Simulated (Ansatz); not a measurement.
Planning a run of Ansatz 0.2.0 on SrTiO3 (I4/mcm). The input:

```yaml
crystal:
  lattice:
    - [-2.7555, 2.7555, 3.898]
    - [2.7555, -2.7555, 3.898]
    - [2.7555, 2.7555, -3.898]
  atoms:
    - { symbol: Sr, position: [0.75, 0.25, 0.5] }
    - { symbol: Sr, position: [0.25, 0.75, 0.5] }
    - { symbol: Ti, position: [0.0, 0.0, 0.0] }
    - { symbol: Ti, position: [0.5, 0.5, 0.0] }
    - { symbol: O, position: [0.25, 0.25, 0.0] }
    - { symbol: O, position: [0.75, 0.75, 0.0] }
    - { symbol: O, position: [0.7451, 0.2451, 0.9902] }
    - { symbol: O, position: [0.2451, 0.2549, 0.5] }
    - { symbol: O, position: [0.2549, 0.7549, 0.0098] }
    - { symbol: O, position: [0.7549, 0.7451, 0.5] }
kpoints:
  mp_grid: { grid: [4, 4, 4] }
hamiltonian:
  xc: pbe
  hubbard:
    projectors: ortho-atomic
    sites: [{ species: Ti, l: d, u_eff: 5.0 }]
  pseudopotentials: { kind: paw, azcp: { folder: soft_1 } }
scf:
  occupations: { method: fixed }
gw:
  n_empty_bands: 493
  ecut_chi: 150.0
  qp_bands: [v3, c3]
  qp_kpoints: band_edges
  screening: { model: contour_deformation }
```

```sh
ansatz run input.yaml --threads 2 --pin off --max-ram 73728MiB --backend cuda --events-out ev --progress --plain --runs-dir out --devices 1 --max-vram 13GiB
```

Q: How long will it take on 1 × NVIDIA H100 80GB HBM3 (shared by 6 runs) with 2 threads of AMD EPYC 7R13 (Zen 3), shared host, and how much memory?

It took 27 s; on shared hardware allow 13 s to 54 s. Peak host memory was 1.9 GiB. The sizes that set the cost: 2277 plane waves a state, 13 irreducible k points, 533 bands summed, 531 plane waves in the screening and 10 SCF cycles.

The screening grows as filled bands × empty bands × pairs of k points, times the square of the screening basis for the matrix.

[Paths, hosts, dates, memory and timing lines, banners, echoed tables and standing remarks are left out of the program output.]

[Logs are printed without paths, hosts, clocks, repeated set-up lines and the standing remarks that a program may print on its own settings, such as how far it seeks lower states.]

[Runs of the session that timed out or met a known fault of the program may be left out.]

[Cells called generated may have been cut or substituted from an entry of the Crystallography Open Database or the Materials Project.]

[Hosts, paths, dates, database ids (printed as entryN), source tags and the programs' standing remarks are cut or masked in the printed files.]
